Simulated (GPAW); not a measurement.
# Ballistic transport through a C3 chain between two Rh chains, from relaxation to T(E), part 2 of 2

How well does a C3 chain between two Rh chains conduct once its atoms have relaxed, and how much do cheaper levels lose?

GPAW 26.7.0; GPAW LCAO, PAW setups; relaxation of the junction within the symmetry of its start, lead ends held (the session's first sound run).

So far, transmission at the Fermi level (one spin): step 3 (double-zeta polarised basis, PBE, GPAW) 1.77; step 4 (basis szp(dzp), PBE, GPAW) 1.73; step 5 (basis sz(dzp), PBE, GPAW) 1.75; step 6 (RPBE) 1.77.

## 7. The structure as built: geometry = "as built"

Level of this step: GPAW LCAO, PAW setups; Landauer transmission from Green's functions with principal layers (ASE), zero bias (GPAW).

The dzp basis with PBE on the structure as first built shows what the relaxation was worth.

run.py reads:

```python
import json
import numpy as np
from ase import Atoms
from ase.transport.calculators import TransportCalculator
from gpaw import GPAW, FermiDirac
from gpaw.lcao.tools import get_lcao_hamiltonian
from scipy.linalg import eigh

# The junction with lead layers at both ends, along the third cell vector
device = Atoms(
    ['Rh', 'Rh', 'Rh', 'Rh', 'Rh', 'Rh', 'Rh', 'Rh', 'C', 'C', 'C', 'Rh', 'Rh', 'Rh', 'Rh', 'Rh', 'Rh', 'Rh', 'Rh'],
    positions=[
        [4.50000, 4.50000, 1.15000],
        [4.50000, 4.50000, 3.45000],
        [4.50000, 4.50000, 5.75000],
        [4.50000, 4.50000, 8.05000],
        [4.50000, 4.50000, 10.35000],
        [4.50000, 4.50000, 12.65000],
        [4.50000, 4.50000, 14.95000],
        [4.50000, 4.50000, 17.25000],
        [4.50000, 4.50000, 19.01570],
        [4.50000, 4.50000, 20.24570],
        [4.50000, 4.50000, 21.58570],
        [4.50000, 4.50000, 23.35140],
        [4.50000, 4.50000, 25.65140],
        [4.50000, 4.50000, 27.95140],
        [4.50000, 4.50000, 30.25140],
        [4.50000, 4.50000, 32.55140],
        [4.50000, 4.50000, 34.85140],
        [4.50000, 4.50000, 37.15140],
        [4.50000, 4.50000, 39.45140]],
    cell=[[9.0, 0.0, 0.0], [0.0, 9.0, 0.0], [0.0, 0.0, 40.6014]],
    pbc=True)

# One principal layer of the lead: the first 5 atoms of the device
lead = Atoms(
    ['Rh', 'Rh', 'Rh', 'Rh', 'Rh'],
    positions=[
        [4.50000, 4.50000, 1.15000],
        [4.50000, 4.50000, 3.45000],
        [4.50000, 4.50000, 5.75000],
        [4.50000, 4.50000, 8.05000],
        [4.50000, 4.50000, 10.35000]],
    cell=[[9.0, 0.0, 0.0], [0.0, 9.0, 0.0], [0.0, 0.0, 11.5]],
    pbc=True)

settings = dict(mode='lcao', basis='dzp', xc='PBE', h=0.2,
                occupations=FermiDirac(0.1), maxiter=250,
                mixer=dict(beta=0.1, nmaxold=8, weight=100.0),
                convergence=dict(density=0.0001))
energies = np.arange(-2, 2 + 1e-9, 0.025)
eta = 0.0001
n1, n2 = 1, 1
# k and -k transmit alike, so half of the mesh across the current serves
mesh = [(i, j) for i in range(n1) for j in range(n2) if (i, j) <= (-i % n1, -j % n2)]
weights = np.array([1 if (i, j) == (-i % n1, -j % n2) else 2 for i, j in mesh]) / (n1 * n2)

# [... helper functions left out ...]
fermi_lead = ground_state(lead, (1, 1, 10), 'lead.txt')
fermi_device = ground_state(device, (1, 1, 2), 'device.txt')
# [... loop over the mesh left out, but for ...]
        # Shift the lead onto the potential of the device's first layer
        shift = ((H[:, 0, 0] - H0[:, 0, 0]) / S0[0, 0]).real.mean()
# [...]
kT = 8.617333e-5 * 300
bias = [0.1, 0.2, 0.5, 1.0, 1.5, 2.0]
# [... integrals and printing left out ...]
```

The run is started by

```sh
OMP_NUM_THREADS=1 OPENBLAS_NUM_THREADS=1 python run.py
```

The program printed:

```text
basis functions: device 471, principal layer 135
Fermi level: lead -3.7264 eV, device -3.8119 eV; lead shifted by -0.0048 eV
largest coupling past the next layer 2.07e-04 eV, largest misfit of the first layer 0.177 eV
  E-E_F (eV)   T (one spin)  [channel counts left out]
    -2.000    1.9236e+00
    -1.975    1.9257e+00
    -1.950    1.9276e+00
[...]
1.975    6.4967e-03
     2.000    6.4187e-03
conductance at 300 K: 1.6397 G0 a cell; thermopower 1.124 uV/K
current from the zero-bias T(E) at 0.1 V: 12.697 uA
current from the zero-bias T(E) at 0.2 V: 25.351 uA
current from the zero-bias T(E) at 0.5 V: 62.669 uA
current from the zero-bias T(E) at 1.0 V: 121 uA
current from the zero-bias T(E) at 1.5 V: 173.6 uA
current from the zero-bias T(E) at 2.0 V: 219.09 uA
```

The job ended after 5.2 min (1 thread of Arm Neoverse V2, shared host; peak memory 1.6 GiB).

This step gave:

```
conductance                                    : 1.640 G₀
largest coupling past the next principal layer : 2.07e-4 eV
largest misfit of the first principal layer    : 0.1768 eV
shift that aligns the lead                     : -0.004817 eV
transmission at the Fermi level (one spin)     : 1.642
```

One spin. Transmission, zone mean against energy, zero at the Fermi level:

```tsv
energy (eV)	transmission, zone mean
-2.000	1.92
-1.900	1.93
-1.800	1.94
-1.700	1.94
-1.600	1.93
-1.500	1.92
-1.400	1.90
-1.300	1.88
-1.200	1.85
-1.100	1.82
-1.000	1.79
-0.900	1.77
-0.800	1.73
-0.700	1.70
-0.600	1.67
-0.500	1.66
-0.400	1.65
-0.300	1.65
-0.200	1.66
-0.100	1.66
0.000	1.64
0.100	1.61
0.200	1.54
0.300	1.45
0.400	1.34
0.500	1.21
0.600	1.07
0.700	0.926
0.800	0.766
0.900	0.572
1.000	0.271
1.100	0.0224
1.200	0.0167
1.300	0.0133
1.400	0.0111
1.500	0.00962
1.600	0.00856
1.700	0.00779
1.800	0.00720
1.900	0.00676
2.000	0.00642
```

The conductance, 1.64 G₀, lies 7.4 % below that of the dzp run.

## 8. Cost and result by level

Times are for 1 thread of Arm Neoverse V2, shared host. The series side by side:

```tsv
no.	run	conductance (G₀)	time	memory (GiB)
1	dzp	1.771	3.8 min	1.6
2	szp	1.724	2.1 min	1.5
3	sz	1.748	1.8 min	1.4
4	dzp RPBE	1.765	4 min	1.6
5	asbuilt	1.640	5.2 min	1.6
```

## 9. Comparison

The curves are compared point by point over the common energies.

This step: comparison of transmission and cost over codes, levels and geometry (GPAW 26.7.0).

Ladder, by row:

```tsv
step	code	T at the Fermi level (sum over the listed spins)	conductance (G0)	r.m.s. T(E) from the first	wall time (s)	peak memory (GiB)	threads
dzp	GPAW	1.773	1.771	0	227.3	1.57	1
szp	GPAW	1.726	1.724	0.05538	127.9	1.5	1
sz	GPAW	1.751	1.748	0.04922	105.8	1.44	1
dzp-RPBE	GPAW	1.767	1.765	0.008707	239.2	1.58	1
asbuilt	GPAW	1.642	1.64	0.1036	310.5	1.58	1
```

Table of transmission, zone mean, sum over the listed spins by energy, zero at the Fermi level:

```tsv
energy (eV)	dzp	szp	sz	dzp-RPBE	asbuilt
-2.000	1.74	1.69	1.64	1.74	1.92
-1.800	1.84	1.79	1.76	1.85	1.94
-1.625	1.88	1.82	1.80	1.89	1.93
-1.600	1.88	1.82	1.80	1.89	1.93
-1.575	1.89	1.82	1.80	1.89	1.93
-1.550	1.89	1.82	1.80	1.89	1.93
-1.400	1.88	1.80	1.80	1.88	1.90
-1.200	1.85	1.77	1.78	1.84	1.85
-1.000	1.84	1.76	1.78	1.83	1.79
-0.800	1.81	1.73	1.75	1.81	1.73
-0.600	1.78	1.69	1.73	1.77	1.67
-0.400	1.77	1.69	1.73	1.76	1.65
-0.200	1.78	1.72	1.75	1.77	1.66
0.000	1.77	1.73	1.75	1.77	1.64
0.200	1.70	1.65	1.69	1.69	1.54
0.400	1.52	1.47	1.52	1.51	1.34
0.600	1.26	1.22	1.28	1.25	1.07
0.800	0.917	0.894	0.940	0.905	0.766
1.000	0.323	0.271	0.256	0.293	0.271
1.200	0.0157	0.0120	0.00694	0.0175	0.0167
1.400	0.0107	0.00809	0.00415	0.0117	0.0111
1.600	0.00833	0.00629	0.00291	0.00910	0.00856
1.800	0.00714	0.00533	0.00224	0.00776	0.00720
2.000	0.00648	0.00476	0.00184	0.00703	0.00642
```

## 10. Functional LDA, potential alignment off: xc = "LDA" and align = false

The functional moves levels against the Fermi level. Without the shift, lead and junction are matched by their Fermi levels alone.

This step: GPAW LCAO, PAW setups; Landauer transmission from Green's functions with principal layers (ASE), zero bias (GPAW 26.7.0).

Changes to run.py since step 7:

```diff
@@ -19,7 +19,7 @@
         [4.50000, 4.50000, 14.95000],
-        [4.50000, 4.50000, 17.25000],
-        [4.50000, 4.50000, 19.01570],
-        [4.50000, 4.50000, 20.24570],
-        [4.50000, 4.50000, 21.58570],
-        [4.50000, 4.50000, 23.35140],
+        [4.50000, 4.50000, 17.20459],
+        [4.50000, 4.50000, 19.00549],
+        [4.50000, 4.50000, 20.30152],
+        [4.50000, 4.50000, 21.59813],
+        [4.50000, 4.50000, 23.40025],
         [4.50000, 4.50000, 25.65140],
@@ -46,3 +46,3 @@
 
-settings = dict(mode='lcao', basis='dzp', xc='PBE', h=0.2,
+settings = dict(mode='lcao', basis='dzp', xc='LDA', h=0.2,
                 occupations=FermiDirac(0.1), maxiter=250,
@@ -61,4 +61,4 @@
 # [... loop over the mesh left out, but for ...]
-        # Shift the lead onto the potential of the device's first layer
-        shift = ((H[:, 0, 0] - H0[:, 0, 0]) / S0[0, 0]).real.mean()
+        # Lead and device are aligned by their Fermi levels alone
+        shift = 0.0
 # [...]
```

The program printed:

```text
basis functions: device 471, principal layer 135
Fermi level: lead -4.0648 eV, device -4.1454 eV; lead shifted by 0.0000 eV
largest coupling past the next layer 2.18e-04 eV, largest misfit of the first layer 0.123 eV
  E-E_F (eV)   T (one spin)  [channel counts left out]
    -2.000    1.7412e+00
    -1.975    1.7542e+00
    -1.950    1.7670e+00
    -1.925    1.7796e+00
    -1.900    1.7916e+00
    -1.875    1.8031e+00
    -1.850    1.8137e+00
    -1.825    1.8236e+00
    -1.800    1.8325e+00
    -1.775    1.8404e+00
    -1.750    1.8474e+00
    -1.725    1.8535e+00
    -1.700    1.8586e+00
    -1.675    1.8628e+00
    -1.650    1.8661e+00
    -1.625    1.8687e+00
[...]
1.825    5.7138e-03
     1.850    5.6364e-03
     1.875    5.5640e-03
     1.900    5.4960e-03
     1.925    5.4322e-03
     1.950    5.3722e-03
     1.975    5.3157e-03
     2.000    5.2624e-03
conductance at 300 K: 1.7818 G0 a cell; thermopower 0.766 uV/K
current from the zero-bias T(E) at 0.1 V: 13.8 uA
current from the zero-bias T(E) at 0.2 V: 27.564 uA
current from the zero-bias T(E) at 0.5 V: 68.304 uA
current from the zero-bias T(E) at 1.0 V: 132.74 uA
current from the zero-bias T(E) at 1.5 V: 191.17 uA
current from the zero-bias T(E) at 2.0 V: 240.49 uA
```

The job ended after 3.5 min (1 thread; peak memory 1.6 GiB).

This step gave:

```yaml
conductance: 1.782 G₀
largest_coupling_past_the_next_principal_layer: 2.18e-4 eV
largest_misfit_of_the_first_principal_layer: 0.1231 eV
shift_that_aligns_the_lead: 0 eV
transmission_at_the_fermi_level_one_spin: 1.784
```

One spin. Transmission, zone mean against energy, zero at the Fermi level:

```tsv
energy (eV)	transmission, zone mean
-2.000	1.74
-1.900	1.79
-1.800	1.83
-1.700	1.86
-1.600	1.87
-1.550	1.87
-1.500	1.87
-1.400	1.87
-1.300	1.86
-1.200	1.85
-1.100	1.85
-1.000	1.84
-0.900	1.82
-0.800	1.81
-0.700	1.79
-0.600	1.78
-0.500	1.77
-0.400	1.78
-0.300	1.78
-0.200	1.79
-0.100	1.79
0.000	1.78
0.100	1.76
0.200	1.71
0.300	1.63
0.400	1.53
0.500	1.41
0.600	1.28
0.700	1.12
0.800	0.934
0.900	0.704
1.000	0.350
1.100	0.0163
1.200	0.0123
1.300	0.00993
1.400	0.00845
1.500	0.00744
1.600	0.00672
1.700	0.00619
1.800	0.00580
1.900	0.00550
2.000	0.00526
```

Not self-consistent under bias; the bias window is split evenly. Current through one cell, from the zero-bias transmission against bias:

```tsv
bias (V)	current through one cell, from the zero-bias transmission (μA)
0.100	13.8
0.200	27.6
0.500	68.3
1.000	133
1.500	191
2.000	240
```

Transmission of the three most open eigenchannels against energy, zero at the Fermi level:

```tsv
energy (eV)	channel 1	channel 2	channel 3
-2.000	0.861	0.861	0.0189
-1.900	0.886	0.886	0.0189
-1.800	0.907	0.907	0.0191
-1.700	0.919	0.919	0.0196
-1.600	0.925	0.925	0.0204
-1.500	0.925	0.925	0.0215
-1.400	0.922	0.922	0.0230
-1.300	0.916	0.916	0.0252
-1.200	0.911	0.911	0.0282
-1.100	0.906	0.906	0.0330
-1.000	0.901	0.901	0.0363
-0.900	0.895	0.895	0.0336
-0.800	0.889	0.889	0.0302
-0.700	0.882	0.882	0.0286
-0.600	0.876	0.876	0.0291
-0.500	0.871	0.871	0.0314
-0.400	0.870	0.870	0.0353
-0.300	0.871	0.871	0.0402
-0.200	0.873	0.873	0.0449
-0.100	0.872	0.872	0.0484
0.000	0.867	0.867	0.0500
0.100	0.853	0.853	0.0498
0.200	0.828	0.828	0.0490
0.300	0.789	0.789	0.0487
0.400	0.740	0.740	0.0498
0.500	0.680	0.680	0.0524
0.600	0.611	0.611	0.0556
0.700	0.531	0.531	0.0586
0.800	0.436	0.436	0.0620
0.900	0.315	0.315	0.0728
1.000	0.163	0.163	0.0250
1.100	0.0163	7.3e-8	7.3e-8
1.200	0.0123	1.5e-8	1.5e-10
1.300	0.00993	1.5e-8	1.4e-11
1.400	0.00845	1.6e-8	3.6e-12
1.500	0.00744	1.6e-8	1.8e-12
1.600	0.00672	1.6e-8	1.9e-12
1.700	0.00619	1.7e-8	1.2e-11
1.800	0.00580	1.7e-8	1.7e-12
1.900	0.00550	1.7e-8	0
2.000	0.00526	1.8e-8	0
```

The conductance, 1.78 G₀, lies 0.6 % above that of the dzp run.

## 11. What came out

- conductance: 1.77 G₀
- transmission at the Fermi level, mean of the spins: 1.77

In words: In the dzp basis the junction conducts 1.77 G₀ at 300 K, with T = 1.77 a spin at the Fermi level; the sz basis reaches that conductance within 10 %. Relaxation moved atoms by up to 0.056 Å and took the conductance from 1.64 to 1.77 G₀, as a ratio a larger change than the step from dzp to the minimal basis. At the Fermi level the three most open eigenchannels pass 0.86, 0.86 and 0.057. Measured against the first run (dzp), the nearest curve is that of dzp-RPBE (r.m.s. 0.0087) and the farthest that of asbuilt (0.10). Over the compared runs wall time goes from 106 s (sz) to 310 s (asbuilt), on a shared host. The leads kept an estimated spacing and the cell its length, so the junction may be under some tension or compression. The geometry comes from the orbital basis, which tends to overbind, and kept the symmetry of the start, so a structure of lower symmetry may lie lower. The run had no spin polarisation, so a magnetic state, which chains and small molecules with open shells often have, wasn't tested. An evenly spaced straight chain is an idealisation: free chains tend to dimerise, zigzag or, where a band edge lies near the Fermi level, turn magnetic. The currents use the zero-bias T(E) throughout, which holds only while the bias is small against the distance to the nearest feature. The thermopower isn't quoted: it samples T(E) farther from the Fermi level than the conductance does, and the energy grid wasn't tested for it.

[Logs are printed without paths, hosts, clocks, repeated set-up lines and the standing remarks that a program may print on its own settings, such as how far it seeks lower states.]

[Hosts, paths, dates, database ids (printed as entryN), source tags and the programs' standing remarks are cut or masked in the printed files.]
